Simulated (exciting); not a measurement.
Consider Ba2NF, space group R-3m.

```
Ba F N
1.0
     2.01082    1.16095    6.67510
    -2.01082    1.16095    6.67510
     0.00000   -2.32190    6.67510
Ba F N
2 1 1
Direct
  0.24236 0.24236 0.24236
  0.75764 0.75764 0.75764
  0.00000 0.00000 0.00000
  0.50000 0.50000 0.50000
```

Absorber: atom 4, with 6 Ba at 2.77 Å (octahedral, site symmetry -3m). Method: exciting, all-electron LAPW+lo, LDA, exchange and screened direct term (singlet BSE), 3×3×3 shifted k points, 57 conduction bands, |G+q| up to 3 bohr⁻¹, full RPA screening with nempty = 86, Lorentzian half width 0.45 eV.

Q: Predict the N K near-edge structure at this level.

Bound core exciton? Undecided on this mesh: the first bright state (over 5 % of the brightest) lies at 0.01 eV from the Kohn–Sham onset; weaker or dark states reach down to -0.59 eV. Maxima (height): 1.3 eV (1.00), 3.2 eV (0.64), 5.2 eV (0.68), 7.2 eV (0.60), 10.1 eV (0.20), 12.3 eV (0.22) and 17.0 eV (0.30); 1 lower ones aren't listed.

Energy from the Kohn–Sham onset, core level to the lowest empty state found on the meshes used; Im ε in relative units:

| E (eV) | Im ε |
| --- | --- |
| -3.5 | 0.02 |
| -3.0 | 0.03 |
| -2.5 | 0.04 |
| -2.0 | 0.05 |
| -1.5 | 0.06 |
| -1.0 | 0.10 |
| -0.5 | 0.17 |
| 0.0 | 0.33 |
| 0.5 | 0.60 |
| 1.0 | 0.93 |
| 1.5 | 0.93 |
| 2.0 | 0.71 |
| 2.5 | 0.60 |
| 3.0 | 0.62 |
| 3.5 | 0.60 |
| 4.0 | 0.56 |
| 4.5 | 0.60 |
| 5.0 | 0.67 |
| 5.5 | 0.64 |
| 6.0 | 0.48 |
| 6.5 | 0.40 |
| 7.0 | 0.56 |
| 7.5 | 0.55 |
| 8.0 | 0.34 |
| 8.5 | 0.23 |
| 9.0 | 0.19 |
| 9.5 | 0.19 |
| 10.0 | 0.20 |
| 10.5 | 0.18 |
| 11.0 | 0.16 |
| 11.5 | 0.17 |
| 12.0 | 0.20 |
| 12.5 | 0.21 |
| 13.0 | 0.20 |
| 13.5 | 0.16 |
| 14.0 | 0.15 |
| 14.5 | 0.19 |
| 15.0 | 0.23 |
| 15.5 | 0.23 |
| 16.0 | 0.24 |
| 16.5 | 0.28 |
| 17.0 | 0.30 |
| 17.5 | 0.29 |
| 18.0 | 0.22 |
| 18.5 | 0.19 |
| 19.0 | 0.16 |
| 19.5 | 0.15 |
| 20.0 | 0.14 |
| 20.5 | 0.13 |
| 21.0 | 0.12 |
| 21.5 | 0.14 |
| 22.0 | 0.14 |
| 22.5 | 0.15 |
| 23.0 | 0.17 |
| 23.5 | 0.16 |
| 24.0 | 0.14 |
| 24.5 | 0.15 |

A mesh of 27 points doesn't converge binding energies, and fine structure above the first lines is partly noise of the mesh. The kernel cutoff is low for a compact core orbital, so the effect of exchange is a lower bound. The zero comes from the shifted mesh, which comes near the band minimum without meeting it. The Kohn–Sham onset, 372 eV, is no photon energy: the scale needs a rigid shift. Bands and screening come from semilocal DFT, whose small gap overscreens. Vibrations and energy-dependent lifetimes are left out. The structure is a Materials Project entry, computed there, and may be a hypothetical form.

[Banner, clock and machine lines of the logs are left out without a mark of their own.]

[Logs are printed without paths, hosts, clocks, repeated set-up lines and the standing remarks that a program may print on its own settings, such as how far it seeks lower states.]

[Hosts, paths, dates, database ids (printed as entryN), source tags and the programs' standing remarks are cut or masked in the printed files.]
